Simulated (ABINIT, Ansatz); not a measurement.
# A GW run on Rb2LiAlF6 (Fm-3m) in ABINIT, with inputs changed

Aim: change inputs of a GW run on Rb2LiAlF6 (Fm-3m) and see what moves.

Program: ABINIT 10.8.3. Level of theory: PBEsol and many-body steps on it, plane waves. Results are calculated unless marked as measured.

### Step 1. Starting point

The structure is cubic, space group Fm-3m (No. 225). The conventional cell has a = 8.228 Å, b = 8.228 Å, c = 8.228 Å, α = 90.00°, β = 90.00°, γ = 90.00°. Nearest to Rb lie 12 F at 2.92 Å. Nearest to Li lie 6 F at 2.26 Å. Al has 6 F at 1.86 Å nearest. Nearest to F lie 1 Al at 1.86 Å and 1 Li at 2.26 Å and 4 Rb at 2.92 Å. Farther neighbours and most contacts between anions are not listed.

The cell and positions are those that the Materials Project relaxed with its own functionals (PBE, PBE+U or r2SCAN), kept fixed.

### Step 2. Screening, 2×2×2 mesh, 125 bands, screening to 114.3 eV

This step: ABINIT 10.8.3; RPA screening on PBEsol, plane waves, norm-conserving pseudopotentials.

The RPA dielectric matrix is built and inverted for each q.

Contents of run.abi:

```
acell 3*1.0 Angstrom
rprim 
  0.000000000000 4.113943000000 4.113943000000
  4.113943000000 0.000000000000 4.113943000000
  4.113943000000 4.113943000000 -0.000000000000
ntypat 4
znucl 37 3 13 9
natom 10
typat 1 1 2 3 4 4 4 4 4 4
xred 
  0.750000000000 0.750000000000 0.750000000000
  0.250000000000 0.250000000000 0.250000000000
  0.500000000000 0.500000000000 0.500000000000
  0.000000000000 0.000000000000 0.000000000000
  0.774175000000 0.225825000000 0.225825000000
  0.225825000000 0.225825000000 0.774175000000
  0.225825000000 0.774175000000 0.774175000000
  0.225825000000 0.774175000000 0.225825000000
  0.774175000000 0.225825000000 0.774175000000
  0.774175000000 0.774175000000 0.225825000000
pp_dirpath "pseudos"
pseudos "Rb.upf, Li.upf, Al.upf, F.upf"
ecut 36
ngkpt 2 2 2
nshiftk 1
shiftk 0 0 0
kptopt 1
chksymbreak 0
istwfk *1
occopt 1
irdwfk 1
optdriver 3
nband 125
ecuteps 4.2
inclvkb 2
awtr 1
symchi 1
indata_prefix "in"
outdata_prefix "out"
tmpdata_prefix "tmp"
```

The run is started by

```bash
OMP_NUM_THREADS=1 mpirun -n 4 abinit run.abi > log
```

Log:

```text
.Version 10.8.3 of ABINIT. v10.8.2 released Aug 2026.

 Symmetries : space group Fm -3 m (#225); Bravais cF (face-center cubic)
[... echo of the input left out ...]
== DATASET  1 ==================================================================
-   mpi_nproc: 4, omp_nthreads: 1 (-1 if OMP is not activated)

--- !DatasetInfo
iteration_state: {dtset: 1, }
dimensions: {natom: 10, nkpt: 3, mband: 125, nsppol: 1, nspinor: 1, nspden: 1, mpw: 9756, }
cutoff_energies: {ecut:  36.0, pawecutdg:  -1.0, }
electrons: {nelect:   6.60000000E+01, charge:   0.00000000E+00, occopt:   1.00000000E+00, tsmear:   1.00000000E-02, }

 SCREENING: Calculation of the susceptibility and dielectric matrices

 Based on a program developped by R.W. Godby, V. Olevano, G. Onida, and L. Reining.
 Incorporated in ABINIT by V. Olevano, G.-M. Rignanese, and M. Torrent.
.Using double precision arithmetic ; gwpc =  8

[... cell and pseudopotentials left out ...]
--------------------------------------------------------------------------------

 ==== K-mesh for the wavefunctions ====
 Number of points in the irreducible wedge :     3
[... list of points left out ...]
 Together with 48 symmetry operations and time-reversal symmetry
 yields     8 points in the full Brillouin Zone.

 ==== Q-mesh for the screening function ====
 Number of points in the irreducible wedge :     3
[... list of points left out ...]
 Together with 48 symmetry operations and time-reversal symmetry
 yields     8 points in the full Brillouin Zone.

 setmesh: FFT mesh size selected  =    40x   40x   40
          total number of points  =        64000

 vcoul_init : cutoff-mode = AUXILIARY_FUNCTION
 q-points for optical limit:   1
     1)      0.000010    0.000020    0.000030

- screening: taking advantage of time-reversal symmetry
- Maximum band index for partially occupied states nbvw = 33
- Remaining bands to be divided among processors   nbcw = 92
- Number of bands treated by each node ~23

 Number of electrons calculated from density =   66.0000; Expected =   66.0000
 average of density, n =  0.070233
 r_s =    1.5036
 omega_plasma =   25.5639 [eV]

 calculating chi0 at frequencies [eV] :
  1    0.000000E+00    0.000000E+00
  2    0.000000E+00    2.556389E+01

--------------------------------------------------------------------------------
  q-point number  1        q = ( 0.000000, 0.000000, 0.000000) [r.l.u.]
--------------------------------------------------------------------------------
[... chi0 elements left out ...]
 For q-point:  0.000010 0.000020 0.000030
  dielectric constant =   2.0799
  dielectric constant without local fields =   2.2595

  Average fulfillment of the sum rule on Im[epsilon] for q-point    1 :     42.13  [%]
[... wings left out ...]
  q-point number  2        q = ( 0.500000, 0.000000, 0.000000) [r.l.u.]
--------------------------------------------------------------------------------
[... chi0 elements left out ...]
  Average fulfillment of the sum rule on Im[epsilon] for q-point    2 :     48.11  [%]

 [... 1 further q-points ...]
```

Elapsed: 38 s, on 4 MPI ranks of Arm Neoverse V1, shared host; peak memory 1.6 GiB.

Numbers from this step:

- ε∞ with local fields, on this mesh, along the program's q direction: 2.080
- the same without local fields: 2.260
- plasma frequency: 25.56 eV
- plane waves in the screening matrix: 387

Local fields lower ε∞ by 8 %. On a Γ-centred mesh this coarse the value itself is usually too large, while a short band sum pulls it down.

### Step 3. Base

The self-energy is evaluated for the states that the input lists, and the levels follow from it, in one-shot runs by the linearised quasiparticle equation.

This step: G0W0 on PBEsol, plane waves, norm-conserving pseudopotentials.

run.abi, as its differences from that of step 2:

```diff
@@ -31,8 +31,15 @@
 irdwfk 1
-optdriver 3
+optdriver 4
 nband 125
+gwcalctyp 0
+ecutsigx 36
+symsigma 1
+nkptgw 1
+kptgw 
+  0.0000000000 0.0000000000 0.0000000000
+bdgw 
+  31 37
 ecuteps 4.2
-inclvkb 2
-awtr 1
-symchi 1
+irdscr 1
+ppmodel 1
 indata_prefix "in"
```

Log:

```text
.Version 10.8.3 of ABINIT. v10.8.2 released Aug 2026.

 Symmetries : space group Fm -3 m (#225); Bravais cF (face-center cubic)
[... echo of the input left out ...]
== DATASET  1 ==================================================================
-   mpi_nproc: 4, omp_nthreads: 1 (-1 if OMP is not activated)

--- !DatasetInfo
iteration_state: {dtset: 1, }
dimensions: {natom: 10, nkpt: 3, mband: 125, nsppol: 1, nspinor: 1, nspden: 1, mpw: 9756, }
cutoff_energies: {ecut:  36.0, pawecutdg:  -1.0, }
electrons: {nelect:   6.60000000E+01, charge:   0.00000000E+00, occopt:   1.00000000E+00, tsmear:   1.00000000E-02, }

 SIGMA: Calculation of the GW corrections

 Based on a program developped by R.W. Godby, V. Olevano, G. Onida, and L. Reining.
 Incorporated in ABINIT by V. Olevano, G.-M. Rignanese, and M. Torrent.
.Using double precision arithmetic ; gwpc =  8

[... cell and pseudopotentials left out ...]
--------------------------------------------------------------------------------

 ==== K-mesh for the wavefunctions ====
 Number of points in the irreducible wedge :     3
[... list of points left out ...]
 Together with 48 symmetry operations and time-reversal symmetry
 yields     8 points in the full Brillouin Zone.

 ==== Q-mesh for screening function ====
 Number of points in the irreducible wedge :     3
[... list of points left out ...]
 Together with 48 symmetry operations and time-reversal symmetry
 yields     8 points in the full Brillouin Zone.

 vcoul_init : cutoff-mode = AUXILIARY_FUNCTION
 q-points for optical limit:   1
     1)      0.000010    0.000020    0.000030
 setmesh: FFT mesh size selected  =    60x   60x   60
          total number of points  =       216000

 Number of electrons calculated from density =   66.0000; Expected =   66.0000
 average of density, n =  0.070233
 r_s =    1.5036
 omega_plasma =   25.5639 [eV]

 === KS Band Gaps ===
  >>>> For spin  1
   Minimum direct gap =   7.1057 [eV], located at k-point      :   0.0000  0.0000  0.0000
   Fundamental gap    =   7.1057 [eV], Top of valence bands at :   0.0000  0.0000  0.0000
                                       Bottom of conduction at :   0.0000  0.0000  0.0000
 SIGMA fundamental parameters:
 PLASMON POLE MODEL  1
 number of plane-waves for SigmaX                 9721
 number of plane-waves for SigmaC and W            387
 number of plane-waves for wavefunctions          9721
 number of bands                                   125
 number of independent spin polarizations            1
 number of spinorial components                      1
 number of k-points in IBZ                           3
 number of q-points in IBZ                           3
 number of symmetry operations                      48
 number of k-points in BZ                            8
 number of q-points in BZ                            8
 number of frequencies for dSigma/dE                 9
 frequency step for dSigma/dE [eV]                0.25
 number of omega for Sigma on real axis              0
 max omega for Sigma on real axis  [eV]           0.00
 zcut for avoiding poles [eV]                     0.10

 EPSILON^-1 parameters (SCR file):
 dimension of the eps^-1 matrix on file            387
 dimension of the eps^-1 matrix used               387
 number of plane-waves for wavefunctions          9721
 number of bands                                   125
 number of q-points in IBZ                           3
 number of frequencies                               2
 number of real frequencies                          1
 number of imag frequencies                          1

 matrix elements of self-energy operator (all in [eV])

 Perturbative Calculation

--- !SelfEnergy_ee
iteration_state: {dtset: 1, }
kpoint     : [   0.000,    0.000,    0.000, ]
spin       : 1
KS_gap     :    7.106
QP_gap     :   10.911
Delta_QP_KS:    3.805
data: !SigmaeeData |
     Band     E0 <VxcDFT>   SigX SigC(E0)      Z dSigC/dE  Sig(E)    E-E0       E
       31  -0.981 -22.664 -30.111   5.119   0.821  -0.218 -24.575  -1.911  -2.892
       32  -0.981 -22.664 -30.111   5.119   0.821  -0.218 -24.575  -1.911  -2.892
       33  -0.981 -22.664 -30.111   5.119   0.821  -0.218 -24.575  -1.911  -2.892
       34   6.125 -10.242  -5.547  -2.582   0.897  -0.115  -8.348   1.894   8.019
       35   8.752  -9.683  -4.677  -2.533   0.899  -0.113  -7.461   2.223  10.975
       36   8.752  -9.683  -4.677  -2.533   0.899  -0.113  -7.461   2.223  10.975
       37   8.752  -9.683  -4.677  -2.533   0.899  -0.113  -7.461   2.223  10.975

== END DATASET(S) ==============================================================
================================================================================

 -outvars: echo values of variables after computation  --------
           etotal      0.0000000000E+00
            nband         125
             nkpt           3
          spgroup         225
 [... the other variables as echoed above ...]

 Calculation completed.
```

Wall time 10 s (4 MPI ranks); peak memory 1.1 GiB; 40 s of CPU time.

Numbers from this step:

| Item | Value |
| --- | --- |
| G0W0 gap on the points computed | 10.91 eV |
| starting gap on the mesh | 7.106 eV |
| k of the valence top | 0, 0, 0 |
| k of the conduction bottom | 0, 0, 0 |
| Z at the valence top | 0.821 |
| Z at the conduction bottom | 0.897 |
| least direct G0W0 gap on the computed points | 10.91 eV |

The gap on the mesh goes from 7.11 eV to 10.91 eV, a correction of +3.81 eV.

### Step 4. Broadening of the poles

run.abi, as its differences from that of step 3:

```diff
@@ -44,2 +44,3 @@
 ppmodel 1
+zcut 1.0 eV
 indata_prefix "in"
```

Log:

```text
.Version 10.8.3 of ABINIT. v10.8.2 released Aug 2026.

 Symmetries : space group Fm -3 m (#225); Bravais cF (face-center cubic)
[... echo of the input left out ...]
== DATASET  1 ==================================================================
-   mpi_nproc: 4, omp_nthreads: 1 (-1 if OMP is not activated)

--- !DatasetInfo
iteration_state: {dtset: 1, }
dimensions: {natom: 10, nkpt: 3, mband: 125, nsppol: 1, nspinor: 1, nspden: 1, mpw: 9756, }
cutoff_energies: {ecut:  36.0, pawecutdg:  -1.0, }
electrons: {nelect:   6.60000000E+01, charge:   0.00000000E+00, occopt:   1.00000000E+00, tsmear:   1.00000000E-02, }

 SIGMA: Calculation of the GW corrections

 Based on a program developped by R.W. Godby, V. Olevano, G. Onida, and L. Reining.
 Incorporated in ABINIT by V. Olevano, G.-M. Rignanese, and M. Torrent.
.Using double precision arithmetic ; gwpc =  8

[... cell and pseudopotentials left out ...]
--------------------------------------------------------------------------------

 ==== K-mesh for the wavefunctions ====
 Number of points in the irreducible wedge :     3
[... list of points left out ...]
 Together with 48 symmetry operations and time-reversal symmetry
 yields     8 points in the full Brillouin Zone.

 ==== Q-mesh for screening function ====
 Number of points in the irreducible wedge :     3
[... list of points left out ...]
 Together with 48 symmetry operations and time-reversal symmetry
 yields     8 points in the full Brillouin Zone.

 vcoul_init : cutoff-mode = AUXILIARY_FUNCTION
 q-points for optical limit:   1
     1)      0.000010    0.000020    0.000030
 setmesh: FFT mesh size selected  =    60x   60x   60
          total number of points  =       216000

 Number of electrons calculated from density =   66.0000; Expected =   66.0000
[...]
number of q-points in BZ                            8
 number of frequencies for dSigma/dE                 9
 frequency step for dSigma/dE [eV]                0.25
 number of omega for Sigma on real axis              0
 max omega for Sigma on real axis  [eV]           0.00
 zcut for avoiding poles [eV]                     1.00

 EPSILON^-1 parameters (SCR file):
 dimension of the eps^-1 matrix on file            387
 dimension of the eps^-1 matrix used               387
 number of plane-waves for wavefunctions          9721
 number of bands                                   125
 number of q-points in IBZ                           3
 number of frequencies                               2
 number of real frequencies                          1
 number of imag frequencies                          1

 matrix elements of self-energy operator (all in [eV])

 Perturbative Calculation

--- !SelfEnergy_ee
iteration_state: {dtset: 1, }
kpoint     : [   0.000,    0.000,    0.000, ]
spin       : 1
KS_gap     :    7.106
QP_gap     :   10.911
Delta_QP_KS:    3.805
data: !SigmaeeData |
     Band     E0 <VxcDFT>   SigX SigC(E0)      Z dSigC/dE  Sig(E)    E-E0       E
       31  -0.981 -22.664 -30.111   5.119   0.821  -0.218 -24.575  -1.911  -2.892
       32  -0.981 -22.664 -30.111   5.119   0.821  -0.218 -24.575  -1.911  -2.892
       33  -0.981 -22.664 -30.111   5.119   0.821  -0.218 -24.575  -1.911  -2.892
       34   6.125 -10.242  -5.547  -2.582   0.897  -0.115  -8.348   1.894   8.019
       35   8.752  -9.683  -4.677  -2.533   0.899  -0.113  -7.461   2.223  10.975
       36   8.752  -9.683  -4.677  -2.533   0.899  -0.113  -7.461   2.223  10.975
       37   8.752  -9.683  -4.677  -2.533   0.899  -0.113  -7.461   2.223  10.975

== END DATASET(S) ==============================================================
================================================================================

 -outvars: echo values of variables after computation  --------
           etotal      0.0000000000E+00
            nband         125
             nkpt           3
          spgroup         225
 [... the other variables as echoed above ...]

 Calculation completed.
```

Elapsed: 10 s, on 4 MPI ranks; peak memory 1.1 GiB.

This step gave:

| Property | Result |
| --- | --- |
| G0W0 gap on the points computed | 10.91 eV |
| starting gap on the mesh | 7.106 eV |
| k of the valence top | 0, 0, 0 |
| k of the conduction bottom | 0, 0, 0 |
| Z at the valence top | 0.821 |
| Z at the conduction bottom | 0.897 |
| least direct G0W0 gap on the computed points | 10.91 eV |

Against G0W0 in ABINIT (2×2×2 mesh, 125 bands, screening to 114.3 eV, Godby-Needs plasmon pole), the gap moves by +0.000 eV.

### Step 5. A keyword of another program

run.abi, as its differences from that of step 4:

```diff
@@ -44,3 +44,3 @@
 ppmodel 1
-zcut 1.0 eV
+nomega 100
 indata_prefix "in"
```

Log:

```text
.Version 10.8.3 of ABINIT. v10.8.2 released Aug 2026.

 Symmetries : space group Fm -3 m (#225); Bravais cF (face-center cubic)
================================================================================
 Values of the parameters that define the memory need of the present run
     intxc =       0    ionmov =       0      iscf =       7    lmnmax =       6
     lnmax =       6     mgfft =      60  mpssoang =       3    mqgrid =    3001
     natom =      10  nloc_mem =       1    nspden =       1   nspinor =       1
    nsppol =       1      nsym =      48    n1xccc =    2501    ntypat =       4
    occopt =       1   xclevel =       2
-    mband =         125        mffmem =           1         mkmem =           1
       mpw =        9756          nfft =      216000          nkpt =           3
================================================================================
  Rough estimation (10% accuracy) of disk space for files :
================================================================================

--------------------------------------------------------------------------------
------------- Echo of variables that govern the present computation ------------
--------------------------------------------------------------------------------
 -outvars: echo values of preprocessed input variables --------
            acell      1.8897261259E+00  1.8897261259E+00  1.8897261259E+00 Bohr

             bdgw          31      37
      chksymbreak           0
             ecut      3.60000000E+01 Hartree
          ecuteps      4.20000000E+00 Hartree
         ecutsigx      3.60000000E+01 Hartree
          ecutwfn      3.60000000E+01 Hartree
-          fftalg         312
           irdscr           1
           irdwfk           1

              ixc     -116133
[...]
occ      2.000000  2.000000  2.000000  2.000000  2.000000  2.000000
                       2.000000  2.000000  2.000000  2.000000  2.000000  2.000000
                       2.000000  2.000000  2.000000  2.000000  2.000000  2.000000
                       2.000000  2.000000  2.000000  2.000000  2.000000  2.000000
[...]
0.000000  0.000000  0.000000  0.000000  0.000000  0.000000
   [... 10 further rows ...]
                       0.000000  0.000000  0.000000  0.000000  0.000000  0.000000
                       0.000000  0.000000  0.000000  0.000000  0.000000
        optdriver           4
            rprim      0.0000000000E+00  4.1139430000E+00  4.1139430000E+00
                       4.1139430000E+00  0.0000000000E+00  4.1139430000E+00
[...]
spgroup         225

             xred      7.5000000000E-01  7.5000000000E-01  7.5000000000E-01
[...]
7.7417500000E-01  2.2582500000E-01  7.7417500000E-01
                       7.7417500000E-01  7.7417500000E-01  2.2582500000E-01
            znucl       37.00000    3.00000   13.00000    9.00000

================================================================================

 chkinp: Checking input parameters for consistency.

--- !ERROR
message: |
    Found token: `NOMEGA` in the input file.
    This name is not one of the registered input variable names (see
    Action: check your input file. Perhaps you mistyped the input variable,
    or specified "img", although this was not permitted for this input variable.

--- !ERROR
message: |
    Found token: `NOMEGA` in the input file.
    This name is not one of the registered input variable names (see
    Action: check your input file. Perhaps you mistyped the input variable,
    or specified "img", although this was not permitted for this input variable.

--- from the log ---
Found token: `NOMEGA` in the input file.
    This name is not one of the registered input variable names (see
    Action: check your input file. Perhaps you mistyped the input variable,
    or specified "img", although this was not permitted for this input variable.
```

It took 0.79 s on 4 MPI ranks; peak memory 0.05 GiB.

The run stopped with an error after 0.79 s.

The program's words: Found token: `NOMEGA` in the input file. This name is not one of the registered input variable names (see Action: check your input file. Perhaps you mistyped the input variable, or specified "img", although this was not permitted for this input variable.

The fault put into this input: a keyword of another program.

### Step 6. The runs together

Times are wall times on 4 MPI ranks of Arm Neoverse V1, shared host, good to a factor of about two. A run's time includes the screening step that it read.

| run | mesh | bands | screening cutoff (eV) | DFT gap (eV) | gap on the mesh (eV) | direct (eV) | ε∞ used | time |
| --- | --- | --- | --- | --- | --- | --- | --- | --- |
| base | 2×2×2 | 125 | 114.3 | 7.106 | 10.911 | 10.911 | 2.08 | 48 s |
| broadening of the poles | 2×2×2 | 125 | 114.3 | 7.106 | 10.911 | 10.911 | 2.08 | 48 s |

### Step 7. What came out

```json
{
  "base": "10.911 eV",
  "broadening of the poles": "10.911 eV",
  "known limits": "not at the basis limit; no spin-orbit coupling; coarse k mesh"
}
```

In words: Broadening of the poles: no change against base (keys changed: zcut). Bands and cutoff are finite, so the gap is not at the basis limit. The miss can reach some tenths of an eV and take either sign; the mesh is an error of its own. In the G0W0 runs levels were corrected at 1 k point alone, so a gap called «on the mesh» is the least over those, and an edge elsewhere would be missed. The 2×2×2 mesh is coarse for this cell, which bears on the long-range parts of exchange and screening. The many-body steps are scalar-relativistic: spin-orbit coupling is not in them.

[Paths, hosts, dates, memory and timing lines, banners, echoed tables and standing remarks are left out of the program output.]

[Logs are printed without paths, hosts, clocks, repeated set-up lines and the standing remarks that a program may print on its own settings, such as how far it seeks lower states.]

[Runs of the session that timed out or met a known fault of the program may be left out.]

[Hosts, paths, dates, database ids (printed as entryN), source tags and the programs' standing remarks are cut or masked in the printed files.]

[G0W0 gaps are taken among the corrected bands and points alone; a level outside them can change the order at an edge.]

[Where Ansatz stands beside ABINIT at settings called matched, ABINIT's density can come from a denser mesh and the files from another edition; pairs whose starting gaps differed by over 0.03 eV were left out, so agreement reads better than it is.]
